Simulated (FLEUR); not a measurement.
# MnO (Manganosite): parallel and opposed starts

Wanted: the moments of MnO (Manganosite) and the energy of each order that was tried.

Calculated with FLEUR MaX-R8.1; PBE with U = 4 eV on Mn d; all-electron FLAPW, Dirac cores, scalar-relativistic bands.

## (1) The starting structure

It takes space group Fm-3m (No. 225, cubic). Conventional cell: a = 4.446 Å, b = 4.446 Å, c = 4.446 Å, α = 90.00°, β = 90.00°, γ = 90.00°. Nearest to Mn lie 6 O at 2.22 Å. O has 6 Mn at 2.22 Å nearest. Farther neighbours and most contacts between anions are not listed.

Coordinates:

```
Mn O
1.0
     0.00000    2.22300    2.22300
     2.22300    0.00000    2.22300
     2.22300    2.22300    0.00000
Mn O
1 1
Direct
  0.00000 0.00000 0.00000
  0.50000 0.50000 0.50000
```

## (2) Order 1, typed as ferro +

The parallel start comes first: it shows whether parallel moments hold. A Hubbard U acts on the open shell, since semilocal functionals spread its electrons too much.

inpgen writes inp.xml from crystal.txt; cutoffs, mixing, functional, smearing and local orbitals are then set in the file. The k list default-1 (kpts.xml, not shown) is a Γ-centred 10×10×10 mesh; where the ranks do not divide the number of points, some are split in two of half the weight.

Input file inp.xml:

```
<?xml version="1.0" encoding="UTF-8" standalone="no"?>
<fleurInput fleurInputVersion="0.39">
   <comment>
      MnO
   </comment>
   <calculationSetup>
      <cutoffs Kmax="4.05" Gmax="12.1" GmaxXC="12.1" numbands="0"/>
      <scfLoop itmax="120" minDistance="0.0001" maxIterBroyd="15" imix="Anderson" alpha="0.05" precondParam="0.0" spinf="2.0" sdNocoIR="T"/>
      <coreElectrons ctail="T" frcor="F" kcrel="0" coretail_lmax="0"/>
      <xcFunctional name="pbe" relativisticCorrections="F"/>
      <magnetism jspins="2"/>
      <soc l_soc="F" theta="0.0" phi="0.0" spav="F"/>
      <expertModes spex="0" secvar="F"/>
      <geometryOptimization l_f="F" forcealpha="1.0" forcemix="BFGS" epsdisp="0.00001" epsforce="0.00001"/>
      <ldaU l_linMix="F" mixParam="0.05" spinf="1.0"/>
   </calculationSetup>
   <cell>
      <bzIntegration valenceElectrons="21.0" mode="hist" fermiSmearingEnergy="0.00183747">
         <kPointListSelection listName="default-1"/>
         <xi:include xmlns:xi="http://www.w3.org/2001/XInclude" href="kpts.xml"> </xi:include>
      </bzIntegration>
      <xi:include xmlns:xi="http://www.w3.org/2001/XInclude" href="sym.xml"> </xi:include>
      <bulkLattice scale="1.0">
         <bravaisMatrix>
            <row-1>    0.0000000000000000     4.2008611749857998     4.2008611749857998</row-1>
            <row-2>    4.2008611749857998     0.0000000000000000     4.2008611749857998</row-2>
            <row-3>    4.2008611749857998     4.2008611749857998     0.0000000000000000</row-3>
         </bravaisMatrix>
      </bulkLattice>
   </cell>
   <atomSpecies>
      <species name="Manganese 4.500" element="Mn" atomicNumber="25">
         <mtSphere radius="2.62" gridPoints="867" logIncrement="0.014"/>
         <atomicCutoffs lmax="10" lnonsphr="8"/>
         <electronConfig flipSpins="F">
            <coreConfig>(1s1/2) (2s1/2) (2p1/2) (2p3/2)</coreConfig>
            <valenceConfig>(3s1/2) (3p1/2) (3p3/2) (4s1/2) (3d3/2) (3d5/2)</valenceConfig>
            <stateOccupation state="(3d3/2)" spinUp="1.75" spinDown="0.25"/>
            <stateOccupation state="(3d5/2)" spinUp="3.0" spinDown="0.0"/>
         </electronConfig>
         <energyParameters s="4" p="4" d="3" f="4"/>
         <ldaU l="2" U="4.0" J="0.0" l_amf="F"/>
         <lo type="SCLO" l="0" n="3" eDeriv="0"/>
         <lo type="SCLO" l="1" n="3" eDeriv="0"/>
      </species>
      <species name="Oxygen (O)" element="O" atomicNumber="8">
         <mtSphere radius="1.48" gridPoints="489" logIncrement="0.022"/>
         <atomicCutoffs lmax="6" lnonsphr="4"/>
         <electronConfig flipSpins="F">
            <coreConfig>(1s1/2)</coreConfig>
            <valenceConfig>(2s1/2) (2p1/2) (2p3/2)</valenceConfig>
            <stateOccupation state="(2p1/2)" spinUp="0.666667" spinDown="0.666667"/>
            <stateOccupation state="(2p3/2)" spinUp="1.333333" spinDown="1.333333"/>
         </electronConfig>
         <energyParameters s="2" p="2" d="3" f="4"/>
      </species>
   </atomSpecies>
   <atomGroups>
      <atomGroup species="Manganese 4.500">
         <relPos label="                   1">.0000000000 .0000000000 .0000000000</relPos>
         <force calculate="T" relaxXYZ="TTT"/>
      </atomGroup>
      <atomGroup species="Oxygen (O)">
         <relPos label="                   2">1.000/2.000 1.000/2.000 1.000/2.000</relPos>
         <force calculate="T" relaxXYZ="TTT"/>
      </atomGroup>
   </atomGroups>
   <output dos="F" band="F" slice="F">
      <bandDOS minEnergy="-.5*Htr" maxEnergy="0.5*Htr" sigma="0.015" storeEVData="T"/>
      <plotting iplot="0" polar="F">
         <plot TwoD="T" vec1="  1.0  0.0  0.0" vec2="  0.0  1.0  0.0" vec3="  0.0  0.0  1.0" zero="  0.0  0.0  0.0" file="plot"/>
      </plotting>
      <moessbauerParams electricFieldGradient="F" isomerShift="F" coreHyperfine="F" valenceHyperfine="F"/>
   </output>
</fleurInput>
```

Input file crystal.txt:

```
MnO
&input film=F cartesian=F /
0.00000000000  2.22300000000  2.22300000000
2.22300000000  0.00000000000  2.22300000000
2.22300000000  2.22300000000  0.00000000000
1.8897261246
1.0 1.0 1.0

2
25 0.00000000000  0.00000000000  0.00000000000 : 4.500
8 0.50000000000  0.50000000000  0.50000000000

&kpt div1=10 div2=10 div3=10 gamma=T /
```

Command:

```
$ OMP_NUM_THREADS=1 inpgen -f crystal.txt > inpgen.log  # inp.xml is then edited as shown
$ OMP_NUM_THREADS=1 mpirun -n 4 fleur_MPI > fleur.log
```

The program printed:

```text
Welcome to FLEUR        (www.flapw.de)
      MaX-Release 8.1          (www.max-centre.eu)

 ========== k-point set info ==========
 Selected k-point list: default-1
 k-point list type: mesh
 0 x 0 x 0
 Number of k points: 48

 ------------Calculation Setup---------------------------
 Number of MPI-tasks      :            4
 Number of PE/node        :            4
 Number of OMP-threads    :            1
 k-points in parallel     :            4
 pe's per k-point         :            1
 No of k-point loops      :           12
 Eigenvalue solver        :       lapack
 Number of basis functions:          186
 Approximate size of matrices (H+S) per k-point:         0.001 GB
 --------------------------------------------------------
 no density matrix found ... skipping LDA+U
 Reset of history
 Iteration:     1   Distance:      21.16315887 me/bohr^3
 Iteration:     2   Distance:      19.05186525 me/bohr^3
 Iteration:     3   Distance:      16.38019204 me/bohr^3
 Iteration:     4   Distance:       8.27245131 me/bohr^3
 Iteration:     5   Distance:       6.02534407 me/bohr^3
 Iteration:     6   Distance:       2.72586415 me/bohr^3
 Iteration:     7   Distance:       1.11057861 me/bohr^3
 Iteration:     8   Distance:       0.54526242 me/bohr^3
 Iteration:     9   Distance:       0.28516775 me/bohr^3
 Iteration:    10   Distance:       0.13439698 me/bohr^3
 Iteration:    11   Distance:       0.05209912 me/bohr^3
 Iteration:    12   Distance:       0.02130439 me/bohr^3
 Iteration:    13   Distance:       0.00564353 me/bohr^3
 Iteration:    14   Distance:       0.00586732 me/bohr^3
 Iteration:    15   Distance:       0.00032189 me/bohr^3
 Iteration:    16   Distance:       0.00018981 me/bohr^3
 Iteration:    17   Distance:       0.00018271 me/bohr^3
 Iteration:    18   Distance:       0.00011752 me/bohr^3
 Iteration:    19   Distance:       0.00003181 me/bohr^3

 ********************************************************************
 Run finished successfully
 Stop message:
   all done
 ********************************************************************

--- out.xml (last complete iteration) ---
<iteration numberForCurrentRun="   19" overallNumber="   19">
         [... left out ...]
         <bandgap value="0.3262296649" units="eV"/>
         <sumValenceSingleParticleEnergies value="-12.8670910231" units="Htr"/>
         <FermiEnergy value="0.3061443210" units="Htr"/>
         <valenceDensity>
            <mtCharges spin="1">
               <mtCharge atomType="1" total="9.4323668" s="1.1856206" p="3.2285872" d="4.9367570" f="0.0567256"/>
               <mtCharge atomType="2" total="2.4577632" s="0.7469973" p="1.7052409" d="0.0047823" f="0.0006235"/>
            </mtCharges>
            <mtCharges spin="2">
               <mtCharge atomType="1" total="4.7058883" s="1.1430216" p="3.1974025" d="0.2940680" f="0.0491091"/>
               <mtCharge atomType="2" total="2.3082164" s="0.7248151" p="1.5828170" d="0.0005112" f="0.0000503"/>
            </mtCharges>
            <spinDependentCharge spin="1" total="13.0000000" interstitial="1.1098700" mtSpheres="11.8901300"/>
            <spinDependentCharge spin="2" total="8.0000000" interstitial="0.9858953" mtSpheres="7.0141047"/>
            <totalCharge value="21.0000000000"/>
         </valenceDensity>
         [... left out ...]
         <allElectronCharges>
            <spinDependentCharge spin="1" total="19.0000000" interstitial="1.1098700" mtSpheres="17.8901300"/>
            <spinDependentCharge spin="2" total="14.0000000" interstitial="0.9858953" mtSpheres="13.0141047"/>
            <totalCharge value="32.9999999988"/>
         </allElectronCharges>
         <magneticMomentsInMTSpheres units="muBohr">
            <globalMagMoment atomType="1" vec="0.00000   0.00000   4.72648"/>
            <localMagMoment atomType="1" vec="0.00000   0.00000   4.72648"/>
            <globalMagMoment atomType="2" vec="0.00000   0.00000   0.14955"/>
            <localMagMoment atomType="2" vec="0.00000   0.00000   0.14955"/>
         </magneticMomentsInMTSpheres>
         <moessbauerParams unitsHFF="kG" unitsIS="e/bohr^3" unitsEFG="Htr/bohr^2">
         </moessbauerParams>
         <totalEnergy value="    -1233.8872814876" units="Htr">
            <sumOfEigenvalues value="     -709.6787480773">
               <coreElectrons value="-696.8116570541"/>
               <valenceElectrons value="-12.8670910231"/>
            </sumOfEigenvalues>
            <densityCoulombPotentialIntegral value="-1878.7500211157"/>
            <densityEffectivePotentialIntegral value="-1957.8122063671"/>
            <chargeDenXCDenIntegral value="-61.0038869472"/>
            <FockExchangeEnergyValence value="0.0000000000"/>
            <FockExchangeEnergyCore value="0.0000000000"/>
            <atomTypeDependentContributions atomType="1">
               <electronNucleiInteractionDifferentMTs value="1382.6482458947"/>
               <MadelungTerm value="-8.0107900774"/>
            </atomTypeDependentContributions>
            <atomTypeDependentContributions atomType="2">
               <electronNucleiInteractionDifferentMTs value="87.0656264052"/>
               <MadelungTerm value="-4.2774733598"/>
            </atomTypeDependentContributions>
            <dftUCorrection value="-0.3602934647"/>
            <tkbTimesEntropy value="0.0000030714"/>
            <freeEnergy value="-1233.8872845590"/>
            <extrapolationTo0K value="-1233.8872830233"/>
         </totalEnergy>
         <ldaUDensityMatrix>
            <densityMatrixFor spin="1" atomType="1" uIndex="1" l="2" U="4.00000000" J="0.00000000">
               (+0.99209,+0.00000) (+0.00000,+0.00000) (+0.00000,+0.00000) (+0.00000,+0.00000) (+0.02371,+0.00000)
               (+0.00000,+0.00000) (+0.96838,+0.00000) (+0.00000,+0.00000) (+0.00000,+0.00000) (+0.00000,+0.00000)
               (+0.00000,+0.00000) (+0.00000,+0.00000) (+1.01581,+0.00000) (+0.00000,+0.00000) (+0.00000,+0.00000)
               (+0.00000,+0.00000) (+0.00000,+0.00000) (+0.00000,+0.00000) (+0.96838,+0.00000) (+0.00000,+0.00000)
               (+0.02371,+0.00000) (+0.00000,+0.00000) (+0.00000,+0.00000) (+0.00000,+0.00000) (+0.99209,+0.00000)
            </densityMatrixFor>
            <densityMatrixFor spin="2" atomType="1" uIndex="1" l="2" U="4.00000000" J="0.00000000">
               (+0.06684,+0.00000) (+0.00000,+0.00000) (+0.00000,+0.00000) (+0.00000,+0.00000) (+0.04014,+0.00000)
               (+0.00000,+0.00000) (+0.02670,+0.00000) (+0.00000,+0.00000) (+0.00000,+0.00000) (+0.00000,+0.00000)
               (+0.00000,+0.00000) (+0.00000,+0.00000) (+0.10698,+0.00000) (+0.00000,+0.00000) (+0.00000,+0.00000)
               (+0.00000,+0.00000) (+0.00000,+0.00000) (+0.00000,+0.00000) (+0.02670,+0.00000) (+0.00000,+0.00000)
               (+0.04014,+0.00000) (+0.00000,+0.00000) (+0.00000,+0.00000) (+0.00000,+0.00000) (+0.06684,+0.00000)
            </densityMatrixFor>
         </ldaUDensityMatrix>
         <ldaUDensityMatrixConvergence>
            <distance spin="1" distance="0.000000"/>
            <distance spin="2" distance="0.000000"/>
         </ldaUDensityMatrixConvergence>
         <densityConvergence units="me/bohr^3">
            <chargeDensity spin="1" distance="0.0000259751"/>
            <chargeDensity spin="2" distance="0.0000147988"/>
            <overallChargeDensity distance="0.0000278439"/>
            <spinDensity distance="0.0000318141"/>
         </densityConvergence>
      </iteration>
```

It took 15 s on 4 MPI ranks of AMD EPYC 7R13 (Zen 3), shared host; peak memory 0.25 GiB; 56 s of CPU time.

This step gave:

```
free energy                                                       : -33575.7835 eV
program's band gap on this mesh (in a metal only a level spacing) : 0.3262 eV
magnetization                                                     : 5 μB
final state                                                       : ferromagnetic
largest moment                                                    : 4.726 μB
```

After 19 cycles the largest moment stands at 4.73 μB.

(Part 1 of 3 ends here.)

[Logs and program files are shortened in this print: banners, set-up blocks, solver, clock and traceback lines can be left out without a mark of their own.]

[Logs are printed without paths, hosts, clocks, repeated set-up lines and the standing remarks that a program may print on its own settings, such as how far it seeks lower states.]

[Hosts, paths, dates, database ids (printed as entryN), source tags and the programs' standing remarks are cut or masked in the printed files.]

[Where a cell is said to come from a database of computed structures, the database is the Materials Project.]
